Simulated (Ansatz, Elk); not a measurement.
**How far do independent atoms describe HfScB2?**

Structure refinements treat a crystal as free atoms side by side. For a made-up structure of HfScB2 (cell and positions from a PBE relaxation) the runs below show what the calculated density changes in F(hkl).

Program: Elk 11.2.3 (patched build). Level of theory: DFT, PBE, all-electron APW+lo, Dirac cores, scalar-relativistic bands, static density, no spin. Results are calculated unless marked as measured.

The structure was built from a prototype and need not be the compound's stable phase.

## 1. The starting structure

It takes space group P4/mmm (No. 123, tetragonal). Conventional cell: a = 3.448 Å, b = 3.448 Å, c = 4.881 Å, α = 90.00°, β = 90.00°, γ = 90.00°. Hf has 6 B at 2.44 Å nearest. Sc has 6 B at 2.44 Å nearest. B has 4 Sc at 2.44 Å and 2 Hf at 2.44 Å nearest. B has 4 Hf at 2.44 Å and 2 Sc at 2.44 Å nearest. Farther neighbours are not listed.

## 2. Ground state and structure factors

An all-electron density is needed, since X-rays see the cores too. Task 0 finds the density and task 195 Fourier-transforms it; tshift is off so that phases refer to the origin typed.

File elk.in:

```
tasks
  0
  195

xctype
  20

spinpol
  .false.

rgkmax
  7.0

gmaxvr
  14.0

lmaxo
  7

lmaxapw
  8

swidth
  0.002

tshift
  .false.

ramdisk
  .false.

hmaxvr
  5.5

maxscl
  120

epspot
  1e-06

sppath
  './'

avec
  6.51497967634 -0.00000000000 0.00000000000
  -0.00000000000 6.51497967634 0.00000000000
  0.00000000000 0.00000000000 9.22450428956

atoms
  3
  'Hf.in'
  1
  0.5000000000 0.5000000000 0.0000000000   0.000000 0.000000 0.000000
  'Sc.in'
  1
  0.0000000000 -0.0000000000 0.5000000000   0.000000 0.000000 0.000000
  'B.in'
  2
  0.5000000000 0.5000000000 0.5000000000   0.000000 0.000000 0.000000
  -0.0000000000 -0.0000000000 0.0000000000   0.000000 0.000000 0.000000

ngridk
  7 7 5
```

Run with:

```console
$ OMP_NUM_THREADS=4 elk
```

Numbers of over 12 decimals in the logs are rounded to 6 here.

Output:

```text
┌─────────────────────────┐
│ Elk code version 11.2.3 │
└─────────────────────────┘

All units are atomic (Hartree, Bohr, etc.)

┌─────────────────────────────────────────────────┐
│ Ground-state run starting from atomic densities │
└─────────────────────────────────────────────────┘

Lattice vectors :
   6.514979676      -0.000000000       0.000000000
  -0.000000000       6.514979676       0.000000000
   0.000000000       0.000000000       9.224504290

Reciprocal lattice vectors :
  0.9644213212       0.000000000      -0.000000000
   0.000000000      0.9644213212      -0.000000000
  -0.000000000      -0.000000000      0.6811406998

Unit cell volume      :    391.5337173
Brillouin zone volume :   0.6335347443

Muffin-tin inner radius fraction :   0.1000000000E-01

Nuclei treated as point charges

Species : 1 (Hf)
 parameters loaded from : Hf.in
 name : hafnium
 nuclear charge    :   -72.00000000
 electronic charge :    72.00000000
 atomic mass :    325367.3659
 muffin-tin radius :    2.773696014
 number of radial points in muffin-tin :   1393
 inner part over the whole radius :   0.9969377866E-02
 number on inner part of muffin-tin    :    999
 approximate nuclear radius :   0.1000320365E-03
 number of mesh points to nuclear radius :    518
 atomic positions (lattice), magnetic fields (Cartesian) :
  1 :   0.50000000  0.50000000  0.00000000    0.00000000  0.00000000  0.00000000

Species : 2 (Sc)
 parameters loaded from : Sc.in
 name : scandium
 nuclear charge    :   -21.00000000
 electronic charge :    21.00000000
 atomic mass :    81949.61073
 muffin-tin radius :    2.400000000
 number of radial points in muffin-tin :    993
 inner part over the whole radius :   0.9898716403E-02
 number on inner part of muffin-tin    :    698
 approximate nuclear radius :   0.6711386133E-04
 number of mesh points to nuclear radius :    323
 atomic positions (lattice), magnetic fields (Cartesian) :
  1 :   0.00000000  0.00000000  0.50000000    0.00000000  0.00000000  0.00000000

Species : 3 (B)
 parameters loaded from : B.in
 name : boron
 nuclear charge    :   -5.000000000
 electronic charge :    5.000000000
 atomic mass :    19707.24742
 muffin-tin radius :    1.783090295
 number of radial points in muffin-tin :    593
 inner part over the whole radius :   0.9987167212E-02
 number on inner part of muffin-tin    :    405
 approximate nuclear radius :   0.4534157419E-04
 number of mesh points to nuclear radius :    161
 atomic positions (lattice), magnetic fields (Cartesian) :
  1 :   0.50000000  0.50000000  0.50000000    0.00000000  0.00000000  0.00000000
  2 :   0.00000000  0.00000000  0.00000000    0.00000000  0.00000000  0.00000000

Total number of atoms per unit cell :    4
Total muffin-tin volume :    194.7849347
 ratio of muffin-tin to unit cell volume :   0.4974921088

Spin treatment :
 spin-unpolarised

Number of Bravais lattice symmetries :   16
Number of crystal symmetries         :   16
Crystal has inversion symmetry
Real symmetric eigensolver will be used

k-point grid :      7     7     5
k-point offset :    0.000000000       0.000000000       0.000000000
k-point set is reduced with full crystal symmetry group
Total number of k-points :       30

Muffin-tin radius times maximum |G+k| :    7.000000000
 using average radius
Maximum |G+k| for APW functions       :    3.203706559
Maximum (1/2)|G+k|²                   :    5.131867859
Maximum |G| for potential and density :    14.00000000
Constant for pseudocharge density :   10
 order of it for each species :   17  17  17
 order of it for pair densities of each species (exact exchange by exxq0 0: 18) :   15  12   5
Radial integration step length :    1

G-vector grid sizes :     30    30    42
Number of G-vectors :    18217

Maximum angular momentum used for
 APW functions            :    8
 outer part of muffin-tin :    7
 inner part of muffin-tin :    2

Total nuclear charge    :   -103.0000000
Total core charge       :    60.00000000
Total valence charge    :    43.00000000
[...]
xc potential                :     -451.36517212763
 exchange                    :     -351.24129155653
 correlation                 :     -5.551935
 electron entropic           :    -0.14064361333400E-02
 total energy                :     -15913.016790095

Density of states at Fermi energy :    103.1958079
 (states/Hartree/unit cell)

Estimated indirect band gap :   0.2634651897E-02
 from k-point 10 to k-point 23
Estimated direct band gap   :   0.7734489894E-02
 at k-point 23

Charges :
 core                        :    60.00000000
 valence                     :    43.00000000
 interstitial                :    5.654883450
 muffin-tins (core leakage)
  species : 1 (Hf)
   atom 1                    :    70.01930942     (  0.1198306094E-06)
  species : 2 (Sc)
   atom 1                    :    19.02474944     ( -0.2162450894E-06)
  species : 3 (B)
[...]
total in muffin-tins        :    97.34511655
 total calculated charge     :    102.9982501
 total charge                :    103.0000000
 error                       :   0.1749875934E-02

RMS change in Kohn-Sham potential (target) :    2.648296757     (  0.1000000000E-05)
Absolute change in total energy (target)   :   0.7066509642     (  0.1000000000E-03)

[... loops 3 to 18 left out ...]

┌──────────────────┐
│ Loop number : 19 │
└──────────────────┘

Energies :
 Fermi                       :     0.260833
 sum of occupied eigenvalues :     -9703.5821246848
 electron kinetic            :      17709.272588635
 core electron kinetic       :      17108.170237645
 Coulomb                     :     -33263.942046238
 Coulomb potential           :     -26946.414587889
 nuclear-nuclear             :     -1301.8768828607
 electron-nuclear            :     -37001.056388263
 Hartree                     :      5038.9912248862
 Madelung                    :     -19790.734752293
 xc potential                :     -466.44012543125
 exchange                    :     -351.53175065609
 correlation                 :     -5.572623
 electron entropic           :    -0.17406505153688E-02
 total energy                :     -15911.775571487

Density of states at Fermi energy :    139.3329226
 (states/Hartree/unit cell)

Estimated indirect band gap :   0.7309518406E-03
 from k-point 4 to k-point 3
Estimated direct band gap   :   0.5855392854E-02
 at k-point 23

Charges :
 core                        :    60.00000000
 valence                     :    43.00000000
 interstitial                :    5.628876221
 muffin-tins (core leakage)
  species : 1 (Hf)
[...]
species : 2 (Sc)
[...]
species : 3 (B)
[...]
total in muffin-tins        :    97.37112378
 total calculated charge     :    102.9985273
 total charge                :    103.0000000
 error                       :   0.1472673254E-02

RMS change in Kohn-Sham potential (target) :   0.8860425451E-06 (  0.1000000000E-05)
Absolute change in total energy (target)   :   0.3440670480E-04 (  0.1000000000E-03)

Convergence targets achieved

┌──────────────────┐
│ Loop number : 20 │
└──────────────────┘

Energies :
 Fermi                       :     0.260833
 sum of occupied eigenvalues :     -9703.5821335256
 electron kinetic            :      17709.272586809
 core electron kinetic       :      17108.170229671
 Coulomb                     :     -33263.942057882
 Coulomb potential           :     -26946.414547053
 nuclear-nuclear             :     -1301.8768828607
 electron-nuclear            :     -37001.056452399
 Hartree                     :      5038.9912773777
 Madelung                    :     -19790.734784355
 xc potential                :     -466.44017328113
 exchange                    :     -351.53175106806
 correlation                 :     -5.572623
 electron entropic           :    -0.17406474823688E-02
 total energy                :     -15911.775585374

Density of states at Fermi energy :    139.3325707
 (states/Hartree/unit cell)

Estimated indirect band gap :   0.7308146035E-03
 from k-point 4 to k-point 3
Estimated direct band gap   :   0.5855410849E-02
 at k-point 23

Charges :
 core                        :    60.00000000
 valence                     :    43.00000000
 interstitial                :    5.628875853
 muffin-tins (core leakage)
  species : 1 (Hf)
[...]
species : 2 (Sc)
   atom 1                    :    19.23167030     ( -0.2163033237E-06)
  species : 3 (B)
   atom 1                    :    3.798471208     (  0.7628477234E-04)
   atom 2                    :    3.837966326     (  0.7667219045E-04)
 total in muffin-tins        :    97.37112415
 total calculated charge     :    102.9985273
 total charge                :    103.0000000
 error                       :   0.1472674562E-02

┌──────────────────────────────┐
│ Self-consistent loop stopped │
└──────────────────────────────┘

Wrote STATE.OUT
```

The job ended after 20 s (4 threads of Arm Neoverse V2, shared host; peak memory 0.19 GiB; 55 s of CPU time).

SFACRHO.OUT:

```text

h k l indices transformed by vhmat matrix:
   1.000000000       0.000000000       0.000000000    
   0.000000000       1.000000000       0.000000000    
   0.000000000       0.000000000       1.000000000    

      h      k      l  multipl.   |H|            Re(F)            Im(F)           |F|

      0      0      0      1   0.0000000       103.00000     -0.33297799E-16   103.00000    
      0      0      1      2  0.68114070       49.270293      0.22645159E-14   49.270293    
      1      0      0      4  0.96442132      -47.756329      0.80185013E-14   47.756329    
      0      1      1      8   1.1807037      -71.697035      0.89023609E-14   71.697035    
      0      0      2      2   1.3622814       80.861285     -0.41458673E-14   80.861285    
     -1      1      0      4   1.3638977       80.799670     -0.77504172E-14   80.799670    
     -1      1     -1      8   1.5245228       44.448415     -0.93658037E-14   44.448415    
     -1      0     -2      8   1.6691073      -43.522238     -0.43710559E-14   43.522238    
      1      1     -2      8   1.9277001       71.361786     -0.10174604E-13   71.361786    
      2      0      0      4   1.9288426       71.323178     -0.13878223E-13   71.323178    
      0      0     -3      2   2.0434221       41.435686     -0.51684354E-14   41.435686    
     -2      0     -1      8   2.0455773       41.195668      0.10878513E-13   41.195668    
     -1     -2      0      8   2.1565116      -40.628356     -0.20035110E-13   40.628356    
      0      1     -3      8   2.2595757      -59.299758      0.24313643E-14   59.299758    
     -1      2      1     16   2.2615249      -59.281840      0.72309279E-14   59.281840    
      0      2     -2      8   2.3614073       65.012771     -0.95201182E-14   65.012771    
     -1     -1     -3      8   2.4567847       38.698227      0.69849040E-14   38.698227    
      1      2      2     16   2.5507554      -38.067977      0.16396267E-13   38.067977
```

Elk indexes on the primitive cell of elk.in and gives |H| = 4π sin θ/λ in inverse bohr. Below, one row stands for each form hkl of the conventional cell (m members, Friedel mates merged), F is for one primitive cell and the density is static (no thermal factor). Free-atom factors are Waasmaier and Kirfel's, and R is Σm||F|−|F'||/Σm|F|.

| hkl | m | sin θ/λ (Å⁻¹) | abs F, DFT | neutral atoms | diff. |
| --- | --- | --- | --- | --- | --- |
| 001 | 2 | 0.102 | 49.270 | 49.346 | -0.076 |
| 100 | 4 | 0.145 | 47.756 | 47.838 | -0.081 |
| 101 | 8 | 0.178 | 71.697 | 72.281 | -0.584 |
| 002 | 2 | 0.205 | 80.861 | 80.820 | +0.042 |
| 110 | 4 | 0.205 | 80.800 | 80.791 | +0.008 |
| 111 | 8 | 0.229 | 44.448 | 44.570 | -0.121 |
| 102 | 8 | 0.251 | 43.522 | 43.694 | -0.171 |
| 112 | 8 | 0.290 | 71.362 | 71.500 | -0.138 |
| 200 | 4 | 0.290 | 71.323 | 71.482 | -0.159 |
| 003 | 2 | 0.307 | 41.436 | 41.356 | +0.080 |
| 201 | 8 | 0.308 | 41.196 | 41.342 | -0.147 |
| 210 | 8 | 0.324 | 40.628 | 40.639 | -0.011 |
| 103 | 8 | 0.340 | 59.300 | 59.279 | +0.021 |
| 211 | 16 | 0.340 | 59.282 | 59.255 | +0.027 |
| 202 | 8 | 0.355 | 65.013 | 65.176 | -0.163 |
| 113 | 8 | 0.369 | 38.698 | 38.739 | -0.041 |
| 212 | 16 | 0.384 | 38.068 | 38.150 | -0.082 |
| 004 | 2 | 0.410 | 60.592 | 60.488 | +0.104 |
| 220 | 4 | 0.410 | 60.535 | 60.449 | +0.086 |
| 203 | 8 | 0.423 | 36.471 | 36.549 | -0.078 |
| 221 | 8 | 0.423 | 36.454 | 36.539 | -0.085 |
| 104 | 8 | 0.435 | 35.961 | 36.061 | -0.101 |

## 3. The highest occupied states alone

An energy window below the Fermi level keeps the highest occupied states, to see at which angles they scatter; shallow core shells can lie inside it and anion s states outside. No new self-consistency is needed.

Edit elk.in of step 2 so:

```diff
@@ -1,3 +1,2 @@
 tasks
-  0
   195
@@ -40,2 +39,5 @@
 
+wsfac
+  -0.106660 0.560830
+
 sppath
```

Run with:

```console
$ OMP_NUM_THREADS=4 elk
```

Output:

```text
┌─────────────────────────────────┐
│ Elk code version 11.2.3 started │
└─────────────────────────────────┘

Info(readinput): the functional depends on the density's gradient
 muffin-tin radial points multiplied by    2.00000
 (not where nrmtscf is given)

┌────────────────────┐
│ Current task : 195 │
└────────────────────┘
Info(checkmt): changed muffin-tin radius of species 1 (Hf) from   2.8000 to   2.7737
Info(checkmt): changed muffin-tin radius of species 3 (B) from   1.8000 to   1.7831

Info(sfacrho): density structure factors written to SFACRHO.OUT

 Energy window :  -0.1066600000      0.5608300000

┌──────────────────┐
│ Elk code stopped │
└──────────────────┘
```

Run time: 5.9 s. Hardware: 4 threads; peak memory 0.19 GiB.

States within 10 eV below the Fermi level hold 13.00 electrons; any levels below the window count with the cores. Their amplitudes can exceed the total, where window and core parts have opposite phase:

| hkl | sin θ/λ (Å⁻¹) | abs F, window | abs F, all |
| --- | --- | --- | --- |
| 001 | 0.102 | 0.516 | 49.270 |
| 100 | 0.145 | 0.155 | 47.756 |
| 101 | 0.178 | 1.629 | 71.697 |
| 002 | 0.205 | 2.199 | 80.861 |
| 110 | 0.205 | 2.158 | 80.800 |
| 111 | 0.229 | 0.164 | 44.448 |
| 102 | 0.251 | 0.215 | 43.522 |
| 112 | 0.290 | 0.648 | 71.362 |
| 200 | 0.290 | 0.624 | 71.323 |
| 003 | 0.307 | 0.034 | 41.436 |

(Continued in part 2 of 2.)

[Logs are printed without paths, hosts, clocks, repeated set-up lines and the standing remarks that a program may print on its own settings, such as how far it seeks lower states.]

[Hosts, paths, dates, database ids (printed as entryN), source tags and the programs' standing remarks are cut or masked in the printed files.]
